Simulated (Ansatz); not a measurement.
# F_O in SiO2 (P3_221): convergence with the plane-wave cutoff, part 2 of 2

Question: how much does the plane-wave cutoff change the (+1/0) level of F_O in SiO2 (P3_221), and what does each choice cost? Model: a cell of 72 host atoms with 1 O taken out and 1 F put in.

Ansatz 0.2.0; plane-wave PAW DFT; relaxations with PBE, then single points with PBE, on supercells at fixed charge in a uniform background.

So far: Starting point; Relaxing both charge states, PBE.

### Step 3. First setting: 250 eV

Total energies converge slowly with the cutoff, but a level is a difference between cells with the same atoms, so much of the error should cancel. The host is run again at each cutoff. The single points sample one point at (¼, ¼, ¼).

File qp1.e250/input.yaml:

```yaml
crystal:
  checkpoint: "../qp1.relax.run"
  host: checkpoint
total_charge: 1
basis:
  ecutwfc: 250
  xc_grid: 2
hamiltonian:
  xc: pbe
  pseudopotentials: { kind: paw, azcp: { folder: soft_1 } }
kpoints:
  mp_grid: { grid: [1, 1, 1], shift: [0.25, 0.25, 0.25] }
scf:
  occupations: { method: fixed }
  max_iter: 60
output:
  forces: true
  charged_corrections:
    epsilon: [2.49, 2.49, 2.52]
    static_epsilon: [4.63, 4.63, 4.85]
    defect_position: [0.292779, 0.42071, 0.436091]
  eigenvalues: true
checkpoint:
  write: "../qp1.e250.run"
  compress: false
  write_wavefunctions: false
  write_every: 100000
```

The run is started by

```console
ansatz run input.yaml --threads 8 --pin off --max-ram 17899MiB --backend cpu --events-out ev --progress --plain --runs-dir out
```

Numbers of over 12 decimals in the logs are rounded to 6 here.

Output:

```text
[...]
Warning: basis.ecutwfc = 250 eV is below the records' recommended 420 eV, and the density's cutoff is lower with it unless basis.ecutrho_ratio is high enough to keep the records' density cutoff: compare with a run at a higher cutoff
crystal.checkpoint: the structure is that of <dir>, a `relax` run, at its step 6: its result, under pbe at a charge of 1 e; 72 atoms read, 0 with a starting moment; no density is read with it (checkpoint.read); crystal.structure_sha256 for this input is
[...]
Crystal: 72 atoms, lattice volume = 962.197 Å³
Basis set: ecut = 250 eV, 8615 PW (Γ), exchange–correlation on 108×108×120 points (8 copies of the dense FFT grid, shifted against one another)
Bands: 264, of which v1, the nominal top of the filled ones, is band 192 counted from 1 (191 counted from 0)
Symmetry: 1 space group operations
[...]
k-points: 1
[...]
SCF iter   1: F=—  HF=-42787.915611 eV  |F-HF|=—  |Δ(HF+E_count)|=         —  Δρ=1.17e-1  dr2=1.28e2  ethr=3.10e-3  ⟨swp⟩=5.0  Hψ=961  notcnv=0  defer=68
[...]
SCF iter   3: F=—  HF=-42751.811788 eV  |F-HF|=—  |Δ(HF+E_count)|=    1.97e0  Δρ=2.20e-2  dr2=2.71e0  ethr=2.93e-3  ⟨swp⟩=3.0  Hψ=453  notcnv=0  defer=27
automatic band count: iteration 3 solves 222 bands in place of 264: the levels show a gap, and the empty bands left out lie too high to hold charge; the band table lists the bands solved (type scf.n_extra_bands for more)
SCF iter   4: F=—  HF=-42751.445217 eV  |F-HF|=—  |Δ(HF+E_count)|=   3.67e-1  Δρ=5.36e-3  dr2=1.96e-1  ethr=7.06e-4  ⟨swp⟩=4.0  Hψ=456  notcnv=0  defer=28
[...]
SCF iter  11: F=-42751.435080 eV  HF=-42751.435080 eV  |F-HF|=4.51e-9  |Δ(HF+E_count)|=   1.10e-7  Δρ=1.31e-6  dr2=1.29e-8  ethr=2.60e-11  ⟨swp⟩=19.0  Hψ=1294  notcnv=0
SCF 1 converged in 11 iterations: F = -42751.435080 eV  dr2 = 1.29e-8
[...]
SCF converged after 11 iterations
Free energy (F): -42751.435080 eV
[...]
Internal energy: -42751.435080 eV  (E = F + TS)
E sigma→0 (E₀):  -42751.435080 eV
Fermi energy:    1.988743 eV
[...]
--- Forces (eV/Å), atoms counted from 1 ---
  atom   1  Si    -0.01328065    -0.01173012    -0.04604028
  atom   2  Si    -0.00298896    -0.00213224    -0.01267719
  [... 1 atom left out ...]
  atom   4  O     -0.06204407     0.05625712     0.10156974
  atom   5  F      0.02553596     0.05742463     0.02326473
  [... 1 atom left out ...]
  atom   7  O     -0.12453260     0.03536034     0.00005242
  [... 3 atoms left out ...]
  atom  11  Si     0.00016215     0.00445757     0.01625331
  [... 3 atoms left out ...]
  atom  15  O      0.11768447    -0.09607520     0.00381281
  [... 1 atom left out ...]
  atom  17  O     -0.02689541     0.10073433    -0.09830528
  [... 3 atoms left out ...]
  atom  21  Si     0.02109960     0.02855790     0.01453983
  [... 3 atoms left out ...]
  atom  25  O     -0.07249756    -0.06238400    -0.10886271
  [... 1 atom left out ...]
  atom  27  O      0.00713448    -0.13224475    -0.00996010
  [... 8 atoms left out ...]
  atom  36  O      0.05983131    -0.08136073    -0.04762834
  [... 36 atoms left out ...]
  max |Σ_I F_I| component: 1.70e-4 eV/Å
[...]
F Makov-Payne    = n/a  (the rows are of the electrons' constant alone; ansatz place-levels tells what screens the charge)
[...]
--- Band table (eV) ---
[...]
```

Run time: 5 s. Hardware: 8 threads of Arm Neoverse V2, shared host; peak memory 0.96 GiB.

Reading the cycles: dr2 is the Hartree energy of the density residual (eV), the measure of convergence; HF is the Harris–Foulkes estimate of the energy, which meets the free energy F at convergence.

Both charges and the host at this setting go to place-levels, which corrects for the image charge and aligns the potentials.

File levels.e250.yaml:

```yaml
host:
  run: host.e250.run
states: [q0_M1.e250.run, qp1.e250.run]
geometry_from:
  q0_M1.e250.run: q0_M1.relax.run
  qp1.e250.run: qp1.relax.run
  host.e250.run: host.relax.run
```

The run is started by

```console
ansatz place-levels levels.e250.yaml -- --threads 8 --pin off --max-ram 17899MiB
```

Output:

```text
(+1/0) 4.313 eV above the valence edge, 1.209 eV under the conduction edge
  edges by pbe, gap 5.523 eV; the host is sampled to repeats of 14.91 Å
  the defect's cells are sampled to repeats of 14.91 Å, like sampling
  charge +1: -42751.0391 eV with its correction of +0.396 eV, at epsilon [4.63, 4.63, 4.85], aligned at sites: -0.0446 eV, mean over 36 atomic sites at or beyond 5.02 Å from the defect at [0.2928, 0.4207, 0.4361], with -0.000242 for the charge's moments and [...]
  charge 0: +0.000 eV for its dipole among its images, +0.000 omitted
  of states[1] (qp1.e250.run): how wide its charge is, is not read beside other atoms or cores, and a band state would take no correction. [...]
  of states[0] (q0_M1.e250.run): its sublattices stand up to 0.0657 Å off the host's, which by the two runs' forces adds about +0.05 eV to its energy against the host's, and moves the band edges: relax the crystal first, and build the cells on it; [...]
```

Elapsed: 0.11 s, on 8 threads.

At this setting the gap is 5.523 eV and (+1/0) lies 4.313 eV above the valence top.

### Step 4. The other settings

In the defect's inputs only the studied keys change. The next input; the others follow the same pattern (350 eV, 420 eV, 500 eV, 600 eV and 750 eV):

qp1.e300/input.yaml, as its differences from qp1.e250/input.yaml of step 3:

```diff
@@ -5,3 +5,3 @@
 basis:
-  ecutwfc: 250
+  ecutwfc: 300
   xc_grid: 2
@@ -23,3 +23,3 @@
 checkpoint:
-  write: "../qp1.e250.run"
+  write: "../qp1.e300.run"
   compress: false
```

500 eV: its level rests on band edges found in another way, so it is left out of the table.

600 eV: no level is given: the program refused to place it, or it failed a test of edges or alignment.

### Step 5. Result against cost

Times of the states on 8 threads of Arm Neoverse V2, shared host; the host is run again at each setting:

```
plane-wave cutoff  gap (eV)  (+1/0) above the valence top (eV)  under the conduction bottom (eV)  level less that at 750 eV (meV)  time, both charge states  time, host and placing  peak memory of a state (GiB)
           250 eV     5.523                              4.313                             1.209                               92                      16 s                    21 s                           1.5
           300 eV     5.636                              4.187                             1.449                              -34                      20 s                    14 s                           1.9
           350 eV     5.669                              4.213                             1.456                               -9                      24 s                    16 s                           2.2
           420 eV     5.684                              4.221                             1.464                               -1                      28 s                 1.9 min                           2.7
           750 eV     5.685                              4.221                             1.463                                0                      68 s                    49 s                           5.8
```

### Step 6. What came out

```
(plus 1/0) level, 250 eV : 4.31 eV
(plus 1/0) level, 300 eV : 4.19 eV
(plus 1/0) level, 350 eV : 4.21 eV
(plus 1/0) level, 420 eV : 4.22 eV
(plus 1/0) level, 750 eV : 4.22 eV
```

What this shows: Over the settings in the table the level spans 0.127 eV; from 350 eV on, both the level and its depth under the conduction bottom lie within 0.02 eV of the reference (750 eV, 4.22 eV); 350 eV takes 35 % of its time for the two charge states. The gap is off most at 250 eV, which moves it by 0.16 eV, and the level's depth under the conduction bottom by 0.25 eV. The largest miss of the level above the valence top is 92 meV, with 250 eV. The total energy of the charged cell falls by 71.3 eV over the same range, so nearly all of the basis error cancels in the level. Cell and atoms were held and forces were not judged; the files' recommended cutoff is 420 eV. Only the charges 0 and +1 were run, each from one start, so (+1/0) need not be a change between stable states. Left out of the table: 500 eV (4.22 eV), placed on band edges found in another way than the rows above. The host ran in cells of different size at different settings, so its times don't compare. What this leaves open: one k-point off the zone centre stands for the whole zone; PBE makes the gap too small and tends to spread out bound carriers.

[Logs are printed without paths, hosts, clocks, repeated set-up lines and the standing remarks that a program may print on its own settings, such as how far it seeks lower states.]

[Hosts, paths, dates, database ids (printed as entryN), source tags and the programs' standing remarks are cut or masked in the printed files.]

[Where a table of states has a column of steps, it counts the stored structures, which are thinned; the runs took as many ionic steps or more.]

[For some hosts the program warned that the k-mesh of the response run may be too coarse for force constants and the static dielectric constant; such warnings are not shown here.]
